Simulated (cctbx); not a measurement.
## AgAs2 across an absorption edge

Space group Pa-3 (no. 205), a = 6.0740 Å, b = 6.0740 Å, c = 6.0740 Å, α = 90.00°, β = 90.00°, γ = 90.00°.

| atom | mult. | x | y | z | Ueq (Å²) |
| --- | --- | --- | --- | --- | --- |
| Ag1 | 4 | 0 | 1/2 | 1/2 | 0.0115 |
| As1 | 8 | 0.3762 | 0.1238 | 0.8762 | 0.0081 |

The model is made up (kin elements in a known structure type, no relaxation), so it says nothing on whether the phase exists.

Calculated with cctbx: free-atom f′ and f″ from the Sasaki tables, no fine structure; amplitudes in electrons.

| E (eV) | F 1 3 1 | F 1 1 1 | F 1 2 3 | F 1 0 2 |
| --- | --- | --- | --- | --- |
| 11267 | 181.9 | 88.1 | 72.6 | 133.3 |
| 11617 | 179.4 | 90.3 | 69.5 | 128.6 |
| 11747 | 177.5 | 92.3 | 67.0 | 124.8 |
| 11807 | 175.6 | 94.2 | 64.4 | 120.9 |
| 11837 | 173.7 | 96.2 | 61.8 | 117.0 |
| 11852 | 171.7 | 98.3 | 59.2 | 113.1 |
| 11859 | 170.0 | 100.1 | 56.9 | 109.6 |
| 11863 | 168.2 | 102.0 | 54.4 | 105.8 |
| 11871 | 168.3 | 102.5 | 55.2 | 106.5 |
| 11875 | 170.5 | 100.2 | 58.2 | 111.0 |
| 11882 | 172.4 | 98.1 | 60.7 | 114.8 |
| 11897 | 174.4 | 95.9 | 63.4 | 119.0 |
| 11927 | 176.4 | 93.7 | 66.1 | 123.1 |
| 12017 | 179.1 | 90.7 | 69.8 | 128.6 |
| 12267 | 181.9 | 87.4 | 73.7 | 134.6 |

**Question.** Which edge is crossed, and why do the reflections move as they do?

The K edge of As. The edge is at 11867 eV. f′ of As falls from -4.2 e at 11747 eV to -7.6 e at 4 eV below it, and f″ steps from 0.50 to 3.86 e across it. Over that approach |F| changes by -5 % (1 3 1), +11 % (1 1 1), -19 % (1 2 3) and -15 % (1 0 2): a reflection falls where As scatters in phase with the total and rises where it scatters against it; it hardly moves where the As term is small or cancels by symmetry. Above the edge the larger f″ enters the imaginary part, where it can add to or cancel the other atoms' f″. The structure is centrosymmetric, so Friedel mates stay equal.
